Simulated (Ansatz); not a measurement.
# Converging the field response of a MgS (001) film

Aim: a convergence study of the equivalent conductor thickness of a MgS (001) film, with the cost of each setting.

Program: Ansatz 0.2.0. Level of theory: plane-wave DFT, PBE, Ansatz PAW, in the first sound run; inputs show where later runs differ. Results are calculated unless marked as measured.

Report form: the programs' logs are mostly left out.

### Step 1. Set-up

The cell holds 10 atoms: 5 Mg and 5 S. Its edges and angles: a = 3.677 Å, b = 3.677 Å, c = 28.400 Å, α = 90.0°, β = 90.0°, γ = 90.0°. It derives from MgS (rocksalt MgS). Vacuum lies along c.

As a file:

```cif
data_structure
_symmetry_space_group_name_H-M 'P 1'
_symmetry_Int_Tables_number 1
_cell_length_a 3.6770
_cell_length_b 3.6770
_cell_length_c 28.4000
_cell_angle_alpha 90.000
_cell_angle_beta 90.000
_cell_angle_gamma 90.000
_cell_volume 383.97
loop_
_atom_site_label
_atom_site_type_symbol
_atom_site_fract_x
_atom_site_fract_y
_atom_site_fract_z
_atom_site_occupancy
Mg1 Mg 0.50000 0.50000 0.31690 1
S2 S 0.00000 0.00000 0.31690 1
Mg3 Mg 0.00000 0.00000 0.40845 1
S4 S 0.50000 0.50000 0.40845 1
Mg5 Mg 0.50000 0.50000 0.50000 1
S6 S 0.00000 0.00000 0.50000 1
Mg7 Mg 0.00000 0.00000 0.59155 1
S8 S 0.50000 0.50000 0.59155 1
Mg9 Mg 0.50000 0.50000 0.68310 1
S10 S 0.00000 0.00000 0.68310 1
```

### Step 2. Single point, setting first choice

The first choice: the default cutoff of 420 eV, a 8×8×1 mesh, 18 Å of vacuum, 0.1 V/Å and a tight threshold. Each later run changes one input against this one; other functionals and files bring their own cutoffs.

Contents of input.yaml:

```yaml
crystal:
  lattice:
    - [3.67695526, 0.0, 0.0]
    - [0.0, 3.67695526, 0.0]
    - [0.0, 0.0, 28.4]
  atoms:
    - { symbol: Mg, position: [0.5, 0.5, 0.3169014085] }
    - { symbol: S, position: [0.0, 0.0, 0.3169014085] }
    - { symbol: Mg, position: [0.0, 0.0, 0.4084507042] }
    - { symbol: S, position: [0.5, 0.5, 0.4084507042] }
    - { symbol: Mg, position: [0.5, 0.5, 0.5] }
    - { symbol: S, position: [0.0, 0.0, 0.5] }
    - { symbol: Mg, position: [0.0, 0.0, 0.5915492958] }
    - { symbol: S, position: [0.5, 0.5, 0.5915492958] }
    - { symbol: Mg, position: [0.5, 0.5, 0.6830985915] }
    - { symbol: S, position: [0.0, 0.0, 0.6830985915] }
kpoints:
  mp_grid: { grid: [8, 8, 1] }
hamiltonian:
  xc: pbe
scf:
  occupations: { method: fixed }
  convergence: { dr2_threshold: 1.0e-10 }
efield:
  axis: 3
  dipole_correction: true
  ramp_position: 0.97
  ramp_width: 0.06
  amplitude: 0.1
output:
  write_potential: true
  write_density: true
  volumetric_format: npy
```

Launch:

```console
ansatz run input.yaml --threads 4 --pin off --max-ram 6144MiB --backend cpu --events-out ev --progress --plain --runs-dir out
```

Run time: 3.2 s. Hardware: 4 threads of AMD EPYC 9R45, shared host; peak memory 0.86 GiB.

Numbers from this step:

| Quantity | Value |
| --- | --- |
| gap on the k-mesh | 2.490 eV |
| dipole along the normal | 0.08474 e·Å |
| equivalent conductor thickness p/(ε₀AE) | 11.34 Å |

Running mean over 2.6 Å of the planar mean, with the applied field; the ramp of the sawtooth is left out. The electron's electrostatic potential energy less the highest filled level by z:

```tsv
z (Å)	electron's electrostatic potential energy less the highest filled level (eV)
4	4.38
5	4.48
6	4.52
7	3.73
8	-1.54
9	-3.67
10	-3.57
11	-3.48
12	-3.47
13	-3.46
14	-3.45
15	-3.43
16	-3.40
17	-3.37
18	-3.40
19	-3.49
20	-2.90
21	2.44
22	4.87
23	5.14
24	5.25
25	5.35
```

The dipole corresponds to a conductor 11.341 Å thick.

### Step 3. Run, box 28.4 Å

Edit input.yaml of step 2 so:

```diff
@@ -29,2 +29,4 @@
   amplitude: 0.1
+basis:
+  ecutwfc: "250 eV"
 output:
```

The job ended after 1.6 s (4 threads; peak memory 0.56 GiB).

The dipole corresponds to a conductor 11.329 Å thick, -0.11 % from the first choice, at 0.49 times its CPU time.

### Step 4. Run, box 28.4 Å (run 2)

Edit input.yaml of step 3 so:

```diff
@@ -30,3 +30,3 @@
 basis:
-  ecutwfc: "250 eV"
+  ecutwfc: "330 eV"
 output:
```

It took 2.2 s on 4 threads; peak memory 0.71 GiB; 8.2 s of CPU time.

The dipole corresponds to a conductor 11.340 Å thick, -0.01 % from the first choice, at 0.67 times its CPU time.

### Step 5. Run, box 28.4 Å (run 3)

Edit input.yaml of step 4 so:

```diff
@@ -30,3 +30,3 @@
 basis:
-  ecutwfc: "330 eV"
+  ecutwfc: "600 eV"
 output:
```

Wall time 5 s (4 threads); peak memory 1.3 GiB.

The dipole corresponds to a conductor 11.342 Å thick, +0.01 % from the first choice, at 1.6 times its CPU time.

### Step 6. Single point, box 28.4 Å

Edit input.yaml of step 5 so:

```diff
@@ -17,3 +17,3 @@
 kpoints:
-  mp_grid: { grid: [8, 8, 1] }
+  mp_grid: { grid: [1, 1, 1] }
 hamiltonian:
@@ -29,4 +29,2 @@
   amplitude: 0.1
-basis:
-  ecutwfc: "600 eV"
 output:
```

Run time: 0.49 s. Hardware: 4 threads; peak memory 0.42 GiB; 1.4 s of CPU time.

The dipole corresponds to a conductor 12.340 Å thick, +8.81 % from the first choice, at 0.12 times its CPU time.

### Step 7. Single point, box 28.4 Å (run 2)

Edit input.yaml of step 6 so:

```diff
@@ -17,3 +17,3 @@
 kpoints:
-  mp_grid: { grid: [1, 1, 1] }
+  mp_grid: { grid: [2, 2, 1] }
 hamiltonian:
```

Run time: 0.66 s. Hardware: 4 threads; peak memory 0.6 GiB.

The dipole corresponds to a conductor 11.646 Å thick, +2.69 % from the first choice, at 0.18 times its CPU time.

### Step 8. Single point, box 28.4 Å (run 3)

Edit input.yaml of step 7 so:

```diff
@@ -17,3 +17,3 @@
 kpoints:
-  mp_grid: { grid: [2, 2, 1] }
+  mp_grid: { grid: [4, 4, 1] }
 hamiltonian:
```

The job ended after 1.4 s (4 threads; peak memory 0.7 GiB; 4.7 s of CPU time).

The dipole corresponds to a conductor 11.351 Å thick, +0.09 % from the first choice, at 0.38 times its CPU time.

### Step 9. Single point, box 28.4 Å (run 4)

Edit input.yaml of step 8 so:

```diff
@@ -17,3 +17,3 @@
 kpoints:
-  mp_grid: { grid: [4, 4, 1] }
+  mp_grid: { grid: [16, 16, 1] }
 hamiltonian:
```

Wall time 8.8 s (4 threads); peak memory 1.3 GiB; 34 s of CPU time.

The dipole corresponds to a conductor 11.341 Å thick, +0.00 % from the first choice, at 2.8 times its CPU time.

### Step 10. Single point, box 20.4 Å

The cell differs from the one that the last finished run ended in (c 28.400 → 20.400 Å).

input.yaml, the sections that differ from step 9:

```yaml
crystal:
  lattice:
    - [3.67695526, 0.0, 0.0]
    - [0.0, 3.67695526, 0.0]
    - [0.0, 0.0, 20.4]
  atoms:
    - { symbol: Mg, position: [0.5, 0.5, 0.2450980392] }
    - { symbol: S, position: [0.0, 0.0, 0.2450980392] }
    - { symbol: Mg, position: [0.0, 0.0, 0.3725490196] }
    - { symbol: S, position: [0.5, 0.5, 0.3725490196] }
    - { symbol: Mg, position: [0.5, 0.5, 0.5] }
    - { symbol: S, position: [0.0, 0.0, 0.5] }
    - { symbol: Mg, position: [0.0, 0.0, 0.6274509804] }
    - { symbol: S, position: [0.5, 0.5, 0.6274509804] }
    - { symbol: Mg, position: [0.5, 0.5, 0.7549019608] }
    - { symbol: S, position: [0.0, 0.0, 0.7549019608] }
kpoints:
  mp_grid: { grid: [8, 8, 1] }
# hamiltonian, scf, efield, output: as in step 9
```

Elapsed: 2.1 s, on 4 threads; peak memory 0.72 GiB; 7.9 s of CPU time.

The dipole corresponds to a conductor 11.326 Å thick, -0.13 % from the first choice, at 0.64 times its CPU time.

### Step 11. Single point, box 24.4 Å

The cell differs from the one that the last finished run ended in (c 20.400 → 24.400 Å).

input.yaml, the sections that differ from step 10:

```yaml
crystal:
  lattice:
    - [3.67695526, 0.0, 0.0]
    - [0.0, 3.67695526, 0.0]
    - [0.0, 0.0, 24.4]
  atoms:
    - { symbol: Mg, position: [0.5, 0.5, 0.2868852459] }
    - { symbol: S, position: [0.0, 0.0, 0.2868852459] }
    - { symbol: Mg, position: [0.0, 0.0, 0.393442623] }
    - { symbol: S, position: [0.5, 0.5, 0.393442623] }
    - { symbol: Mg, position: [0.5, 0.5, 0.5] }
    - { symbol: S, position: [0.0, 0.0, 0.5] }
    - { symbol: Mg, position: [0.0, 0.0, 0.606557377] }
    - { symbol: S, position: [0.5, 0.5, 0.606557377] }
    - { symbol: Mg, position: [0.5, 0.5, 0.7131147541] }
    - { symbol: S, position: [0.0, 0.0, 0.7131147541] }
# kpoints, hamiltonian, scf, efield, output: as in step 10
```

The job ended after 2.5 s (4 threads; peak memory 0.79 GiB).

The dipole corresponds to a conductor 11.341 Å thick, -0.00 % from the first choice, at 0.79 times its CPU time.

### Step 12. Run, box 36.4 Å

The cell differs from the one that the last finished run ended in (c 24.400 → 36.400 Å).

input.yaml, the sections that differ from step 11:

```yaml
crystal:
  lattice:
    - [3.67695526, 0.0, 0.0]
    - [0.0, 3.67695526, 0.0]
    - [0.0, 0.0, 36.4]
  atoms:
    - { symbol: Mg, position: [0.5, 0.5, 0.3571428571] }
    - { symbol: S, position: [0.0, 0.0, 0.3571428571] }
    - { symbol: Mg, position: [0.0, 0.0, 0.4285714286] }
    - { symbol: S, position: [0.5, 0.5, 0.4285714286] }
    - { symbol: Mg, position: [0.5, 0.5, 0.5] }
    - { symbol: S, position: [0.0, 0.0, 0.5] }
    - { symbol: Mg, position: [0.0, 0.0, 0.5714285714] }
    - { symbol: S, position: [0.5, 0.5, 0.5714285714] }
    - { symbol: Mg, position: [0.5, 0.5, 0.6428571429] }
    - { symbol: S, position: [0.0, 0.0, 0.6428571429] }
# kpoints, hamiltonian, scf, efield, output: as in step 11
```

Wall time 3.8 s (4 threads); peak memory 1 GiB.

The dipole corresponds to a conductor 11.342 Å thick, +0.01 % from the first choice, at 1.2 times its CPU time.

### Step 13. Single point, box 28.4 Å (run 5)

input.yaml, the sections that differ from step 12:

```yaml
crystal:
  lattice:
    - [3.67695526, 0.0, 0.0]
    - [0.0, 3.67695526, 0.0]
    - [0.0, 0.0, 28.4]
  atoms:
    - { symbol: Mg, position: [0.5, 0.5, 0.3169014085] }
    - { symbol: S, position: [0.0, 0.0, 0.3169014085] }
    - { symbol: Mg, position: [0.0, 0.0, 0.4084507042] }
    - { symbol: S, position: [0.5, 0.5, 0.4084507042] }
    - { symbol: Mg, position: [0.5, 0.5, 0.5] }
    - { symbol: S, position: [0.0, 0.0, 0.5] }
    - { symbol: Mg, position: [0.0, 0.0, 0.5915492958] }
    - { symbol: S, position: [0.5, 0.5, 0.5915492958] }
    - { symbol: Mg, position: [0.5, 0.5, 0.6830985915] }
    - { symbol: S, position: [0.0, 0.0, 0.6830985915] }
efield:
  axis: 3
  dipole_correction: true
  ramp_position: 0.97
  ramp_width: 0.06
  amplitude: 0.005
# kpoints, hamiltonian, scf, output: as in step 12
```

Run time: 3 s. Hardware: 4 threads; peak memory 0.87 GiB.

The dipole corresponds to a conductor 11.342 Å thick, +0.01 % from the first choice, at 0.93 times its CPU time.

### Step 14. Single point, box 28.4 Å (run 6)

Edit input.yaml of step 13 so:

```diff
@@ -28,3 +28,3 @@
   ramp_width: 0.06
-  amplitude: 0.005
+  amplitude: 0.03
 output:
```

Run time: 3 s. Hardware: 4 threads; peak memory 0.87 GiB.

The dipole corresponds to a conductor 11.340 Å thick, -0.00 % from the first choice, at 0.92 times its CPU time.

### Step 15. Run, box 28.4 Å (run 4)

Edit input.yaml of step 14 so:

```diff
@@ -28,3 +28,3 @@
   ramp_width: 0.06
-  amplitude: 0.03
+  amplitude: 0.3
 output:
```

Wall time 2.9 s (4 threads); peak memory 0.86 GiB; 11 s of CPU time.

The dipole corresponds to a conductor 11.347 Å thick, +0.06 % from the first choice, at 0.92 times its CPU time.

### Step 16. Single point, box 28.4 Å (run 7)

Edit input.yaml of step 15 so:

```diff
@@ -22,3 +22,3 @@
   occupations: { method: fixed }
-  convergence: { dr2_threshold: 1.0e-10 }
+  convergence: { dr2_threshold: 0.0001 }
 efield:
@@ -28,3 +28,3 @@
   ramp_width: 0.06
-  amplitude: 0.3
+  amplitude: 0.1
 output:
```

The job ended after 2.6 s (4 threads; peak memory 0.86 GiB; 10 s of CPU time).

The dipole corresponds to a conductor 11.219 Å thick, -1.08 % from the first choice, at 0.81 times its CPU time.

### Step 17. Single point, box 28.4 Å (run 8)

Edit input.yaml of step 16 so:

```diff
@@ -22,3 +22,3 @@
   occupations: { method: fixed }
-  convergence: { dr2_threshold: 0.0001 }
+  convergence: { dr2_threshold: 1.0e-06 }
 efield:
```

Run time: 2.8 s. Hardware: 4 threads; peak memory 0.86 GiB; 10 s of CPU time.

The dipole corresponds to a conductor 11.341 Å thick, +0.00 % from the first choice, at 0.85 times its CPU time.

### Step 18. Single point, box 28.4 Å (run 9)

Edit input.yaml of step 17 so:

```diff
@@ -22,3 +22,3 @@
   occupations: { method: fixed }
-  convergence: { dr2_threshold: 1.0e-06 }
+  convergence: { dr2_threshold: 1.0e-08 }
 efield:
```

Wall time 2.8 s (4 threads); peak memory 0.86 GiB.

The dipole corresponds to a conductor 11.340 Å thick, -0.00 % from the first choice, at 0.86 times its CPU time.

### Step 19. Run, box 28.4 Å (run 5)

This step: plane-wave DFT, LDA, Ansatz PAW (Ansatz 0.2.0).

Edit input.yaml of step 18 so:

```diff
@@ -19,6 +19,6 @@
 hamiltonian:
-  xc: pbe
+  xc: lda
 scf:
   occupations: { method: fixed }
-  convergence: { dr2_threshold: 1.0e-08 }
+  convergence: { dr2_threshold: 1.0e-10 }
 efield:
```

It took 2.9 s on 4 threads; peak memory 0.85 GiB; 11 s of CPU time.

The dipole corresponds to a conductor 11.413 Å thick, +0.63 % from the first choice, at 0.88 times its CPU time.

### Step 20. Run, box 28.4 Å (run 6)

This step: plane-wave DFT, r2SCAN, Ansatz PAW (Ansatz 0.2.0).

Edit input.yaml of step 19 so:

```diff
@@ -19,3 +19,3 @@
 hamiltonian:
-  xc: lda
+  xc: r2scan
 scf:
```

Elapsed: 6.8 s, on 4 threads; peak memory 1.5 GiB; 26 s of CPU time.

The dipole corresponds to a conductor 11.082 Å thick, -2.28 % from the first choice, at 2.2 times its CPU time.

### Step 21. Single point, box 28.4 Å (run 10)

This step: plane-wave DFT, PBE, norm-conserving (Ansatz 0.2.0).

Edit input.yaml of step 20 so:

```diff
@@ -19,3 +19,4 @@
 hamiltonian:
-  xc: r2scan
+  xc: pbe
+  pseudopotentials: { kind: nc }
 scf:
```

Elapsed: 13 s, on 4 threads; peak memory 2.7 GiB; 51 s of CPU time.

The dipole corresponds to a conductor 11.346 Å thick, +0.04 % from the first choice, at 4.2 times its CPU time.

### Step 22. Single point, box 28.4 Å (run 11)

This step: plane-wave DFT, PBE, JTH PAW (Ansatz 0.2.0).

Edit input.yaml of step 21 so:

```diff
@@ -20,3 +20,3 @@
   xc: pbe
-  pseudopotentials: { kind: nc }
+  pseudopotentials: { kind: paw, source: jth }
 scf:
```

The job ended after 9.2 s (4 threads; peak memory 2 GiB).

The dipole corresponds to a conductor 11.336 Å thick, -0.05 % from the first choice, at 2.9 times its CPU time.

### Step 23. Comparing the runs

Times are for 4 threads of AMD EPYC 9R45, shared host. The runs compared:

```tsv
no.	setting	equivalent conductor thickness p/(ε₀AE) (Å)	time	memory (GiB)
1	first choice	11.34	3.2 s	0.86
2	cutoff 250 eV	11.33	1.6 s	0.56
3	cutoff 330 eV	11.34	2.2 s	0.71
4	cutoff 600 eV	11.34	5 s	1.3
5	mesh 1x1	12.34	0.49 s	0.42
6	mesh 2x2	11.65	0.66 s	0.60
7	mesh 4x4	11.35	1.4 s	0.70
8	mesh 16x16	11.34	8.8 s	1.3
9	vacuum 10 Å	11.33	2.1 s	0.72
10	vacuum 14 Å	11.34	2.5 s	0.79
11	vacuum 26 Å	11.34	3.8 s	1.0
12	field 0.005 V/Å	11.34	3 s	0.87
13	field 0.03 V/Å	11.34	3 s	0.87
14	field 0.3 V/Å	11.35	2.9 s	0.86
15	SCF threshold 1e-04 eV	11.22	2.6 s	0.86
16	SCF threshold 1e-06 eV	11.34	2.8 s	0.86
17	SCF threshold 1e-08 eV	11.34	2.8 s	0.86
18	LDA, Ansatz PAW (420 eV)	11.41	2.9 s	0.85
19	r2SCAN, Ansatz PAW (500 eV)	11.08	6.8 s	1.5
20	PBE, norm-conserving (1143 eV)	11.35	13 s	2.7
21	PBE, JTH PAW (900 eV)	11.34	9.2 s	2.0
```

### Step 24. Summary of results

| Property | Result |
| --- | --- |
| equivalent conductor thickness, first choice | 11.34 Å |
| equivalent conductor thickness, cutoff 600 eV | 11.34 Å |
| equivalent conductor thickness, mesh 1x1 | 12.34 Å |
| equivalent conductor thickness, mesh 2x2 | 11.65 Å |
| equivalent conductor thickness, vacuum 26 Å | 11.34 Å |
| equivalent conductor thickness, SCF threshold 1e-04 eV | 11.22 Å |
| equivalent conductor thickness, LDA, Ansatz PAW (420 eV) | 11.41 Å |
| equivalent conductor thickness, r2SCAN, Ansatz PAW (500 eV) | 11.08 Å |

In words: The first choice gives 11.34 Å. Numerical settings off by more than 1 % against it: mesh 1x1 (+8.8 %), mesh 2x2 (+2.7 %) and SCF threshold 1e-04 eV (-1.1 %). The cheapest single change that stays within 0.5 % is mesh 4x4, at 38 % of the CPU time. Functionals and files move it by +0.6 % (LDA, Ansatz PAW (420 eV)), -2.3 % (r2SCAN, Ansatz PAW (500 eV)), under 0.1 % (PBE, norm-conserving (1143 eV)) and under 0.1 % (PBE, JTH PAW (900 eV)). The film is symmetric and its atoms are held, so the dipole is the electronic response to the field alone. Times of a few seconds on a shared host rank the settings only roughly. In 1 run of the series (vacuum 10 Å) the program warns that electrons reach the sawtooth's ramp, which makes dipole and work function less sure.

[Logs are printed without paths, hosts, clocks, repeated set-up lines and the standing remarks that a program may print on its own settings, such as how far it seeks lower states.]

[Hosts, paths, dates, database ids (printed as entryN), source tags and the programs' standing remarks are cut or masked in the printed files.]

[Maps of the electrostatic potential energy from Ansatz leave out the sawtooth potential of an applied field or a dipole correction, so their vacuum need not be flat; planar profiles and work functions include it.]
